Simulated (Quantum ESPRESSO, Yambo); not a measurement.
# SrCl2 (Fm-3m): G0W0 with and without spin-orbit coupling, part 2 of 2

Wanted: the effect of spin-orbit coupling on the quasiparticle gap of SrCl2 (Fm-3m).

Quantum ESPRESSO 7.5 and Yambo 5.3.0; PBE and many-body steps on it, plane waves. Known limits of the many-body steps: not at the basis limit; no spin-orbit coupling in some runs.

So far. Step 4 (Scalar-relativistic): The gap on the mesh goes from 5.34 eV to 7.44 eV, a correction of +2.10 eV. Step 5 (Empty states on the mesh, 4×4×4 mesh, 158 bands): On this mesh the gap is 5.342 eV.

### Step 6. Conversion and set-up

This step: Yambo 5.3.0; conversion and set-up on PBE with spin-orbit coupling, plane waves, norm-conserving pseudopotentials.

Launch:

```
$ (cd o/x.save; p2y > p2y.log; mv SAVE ../..); yambo > setup.log
```

The log of the run:

```text
 Yambo, version 5.3.0

 [02] CORE Variables Setup
 =========================

  [02.01] Unit cells
  ==================

  Cell kind             :  FCC
  Atoms in the cell     :  Sr  Cl
  number of Sr atoms    :  1
  number of Cl atoms    :  2

  List of atomic masses
  Mass of Sr    :  87.62000
  Mass of Cl    :  35.45000

  List of atomic coordinates    : [cc]
  Sr1       :  0.000000  0.000000  0.000000  order 1
  Cl1       :  3.296013  3.296013  3.296013  order 2
  Cl2       :  9.888039  9.888039  9.888039  order 3

[...]
==========================================

 IBZ Q-points                                      :   8
 BZ  Q-points                                      :   64

 K/Q-points units:
 rlu = crystal or reduced units; cc = cartesian coordinates; iku = interal k-units

 Q [1]          [rlu]:  0.000000  0.000000  0.000000
 Q [2]          [rlu]: -0.24672E-16 -0.24672E-16  0.25000
 Q [3]          [rlu]:  0.49343E-16  0.49343E-16 -0.50000
[...]
Q [7]          [rlu]:  0.10960E-16 -0.50000     -0.50000
 Q [8]          [rlu]:  0.250000 -0.500000 -0.250000

  [03.01] X indexes
  =================

   [03.01.01] Sigma indexes
   ========================

 [06] Game Over & Game summary
```

The job ended after 2.7 s (1 MPI rank of Arm Neoverse V2, shared host; peak memory 0.25 GiB).

### Step 7. With spin-orbit coupling

This step: G0W0 on PBE with spin-orbit coupling, plane waves, norm-conserving pseudopotentials.

gw4.in

```
HF_and_locXC
gw0
dyson
ppa
em1d
rim_cut
RandQpts= 1000000
RandGvec= 1 RL
EXXRLvcs= 56 Ry
VXCRLvcs= 224 Ry
Chimod= "HARTREE"
% BndsRnXp
 1 | 158 |
%
NGsBlkXp= 6.5 Ry
% LongDrXp
 1 | 1 | 1 |
%
% GbndRnge
 1 | 158 |
%
DysSolver= "n"
ExtendOut
PPAPntXp= 27.21138 eV
% QPkrange
 7 | 7 | 21 | 28 |
 1 | 1 | 21 | 28 |
%
```

Launch:

```
$ OMP_NUM_THREADS=1 mpirun -n 4 yambo -F gw4.in -J gw4 -C gw4 > gw4.log
```

The log of the run:

```text
 Yambo, version 5.3.0

 [02] CORE Variables Setup
 =========================

  [... cell, symmetries and grids as in the set-up ...]

  [02.05] Energies & Occupations
  ==============================

  [X] === General ===
  [X] Electronic Temperature                        :  0.000000  0.000000 [eV K]
  [X] Bosonic    Temperature                        :  0.000000  0.000000 [eV K]
  [X] Finite Temperature mode                       : no
  [X] El. density                                   :  0.28270E+24 [cm-3]
  [X] Fermi Level                                   :  3.147934 [eV]

  [X] === Gaps and Widths ===
  [X] Conduction Band Min                           :  5.342311 [eV]
  [X] Valence Band Max                              :  0.000000 [eV]
  [X] Filled Bands                                  :  24
  [X] Empty Bands                                   :   25  158
  [X] Direct Gap                                    :  5.509999 [eV]
  [X] Direct Gap localized at k                     :   7
  [X] Indirect Gap                                  :  5.342311 [eV]
  [X] Indirect Gap between kpts                     :   7   1
  [X] Last valence band width                       :  0.994458 [eV]
  [X] 1st conduction band width                     :  1.375164 [eV]

 [03] Transferred momenta grid and indexing
 ==========================================

 IBZ Q-points                                      :   8
 BZ  Q-points                                      :   64

 K/Q-points units:
 rlu = crystal or reduced units; cc = cartesian coordinates; iku = interal k-units

 Q [1]          [rlu]:  0.000000  0.000000  0.000000
 Q [2]          [rlu]: -0.24672E-16 -0.24672E-16  0.25000
 Q [3]          [rlu]:  0.49343E-16  0.49343E-16 -0.50000
[...]
NLCC RL compoments                               :   32455
  PP Number of Atomic Species                      :  2
  NLCC RL compoments                               :   32455

 [xc] E_xc :  -10.28880 [Ha]
      E_xc :  -20.57760 [Ry]

  Local XC kind (lXC) : Perdew, Burke & Ernzerhof(X)+Perdew, Burke & Ernzerhof(C)
  Non-Local XC kind (nlXC) : Hartree-Fock

  Corrections @ K [1] :  [eV]
 <21|nlXC|21> = -18.73820 -0.41416E-17 <21|lXC|21> = -14.45929 -0.58766E-10
 <22|nlXC|22> = -18.73820  0.57190E-17 <22|lXC|22> = -14.45929  0.24872E-09
 <23|nlXC|23> = -18.73814  0.73484E-17 <23|lXC|23> = -14.45929  0.13539E-09
[...]
Corrections @ K [7] :  [eV]
[...]
<27|nlXC|27> = -5.679586 -0.32888E-18 <27|lXC|27> = -11.01046  0.180807E-8
 <28|nlXC|28> = -5.679586  0.20113E-18 <28|lXC|28> = -11.01046 -0.165441E-8

 [08] Dyson equation: Newton solver
 ==================================

  [08.01] G0W0 (W PPA)
  ====================

  [  GW  ] Bands range     :    1  158
  [GW/PPA] G damping       :  0.100000 [eV]

  QP @ state[ 1 ] K range:  1  1
  QP @ state[ 1 ] b range:  21  28
  QP @ state[ 2 ] K range:   7   7
  QP @ state[ 2 ] b range:  21  28

   Sc/G bands                                       :    1  158
   Sc/G damping                                     :  0.100000 ev
   Sc bands terminator                              : no
   Sx RL components                                 :   4111

   QP @ state[ 1 ] K range                          :  1  1
   QP @ state[ 1 ] b range                          :  21  28
   QP @ state[ 2 ] K range                          :   7   7
   QP @ state[ 2 ] b range                          :  21  28
   GF energies kind                                 : Perdew, Burke & Ernzerhof(X)+Perdew, Burke & Ernzerhof(C)
   GF WF`s kind                                     : Perdew, Burke & Ernzerhof(X)+Perdew, Burke & Ernzerhof(C)
   Xs energies kind                                 : Perdew, Burke & Ernzerhof(X)+Perdew, Burke & Ernzerhof(C)
   Xs WF`s kind                                     : Perdew, Burke & Ernzerhof(X)+Perdew, Burke & Ernzerhof(C)

 [11] Game Over & Game summary
```

Wall time 3 min (4 MPI ranks); peak memory 2.9 GiB.

This step gave:

- G0W0 gap on the points computed: 7.440 eV
- starting gap on the mesh: 5.342 eV
- k of the valence top: 0, -0.5, -0.5
- k of the conduction bottom: 0, 0, 0
- least direct G0W0 gap on the computed points: 7.789 eV
- Z at the valence top: 0.8164
- Z at the conduction bottom: 0.8664

Against G0W0 in Yambo (4×4×4 mesh, 79 bands, screening to 88.4 eV, Godby-Needs plasmon pole), the gap moves by −0.002 eV.

### Step 8. Side by side

Times are wall times on 4 MPI ranks of Arm Neoverse V2, shared host, good to a factor of about two.

```
                     run   mesh  bands  screening cutoff (eV)  DFT gap (eV)  gap on the mesh (eV)  direct (eV)   time
     scalar-relativistic  4×4×4     79                   88.4         5.343                 7.442        7.840   34 s
with spin-orbit coupling  4×4×4    158                   88.4         5.342                 7.440        7.789  3 min
```

### Step 9. Results

```
scalar-relativistic      : 7.442 eV
with spin-orbit coupling : 7.440 eV
known limits             : not at the basis limit; no spin-orbit coupling in some runs
```

**Reading.** With spin-orbit coupling: −0.002 eV against scalar-relativistic. Bands and cutoff are finite, so the gap is not at the basis limit. The miss can reach some tenths of an eV and take either sign; the mesh is an error of its own. In the G0W0 runs levels were corrected at 2 k points alone, so a gap called «on the mesh» is the least over those, and an edge elsewhere would be missed.

[Paths, hosts, dates, memory and timing lines, banners, echoed tables and standing remarks are left out of the program output.]

[Logs are printed without paths, hosts, clocks, repeated set-up lines and the standing remarks that a program may print on its own settings, such as how far it seeks lower states.]

[Runs of the session that timed out or met a known fault of the program may be left out.]

[Hosts, paths, dates, database ids (printed as entryN), source tags and the programs' standing remarks are cut or masked in the printed files.]
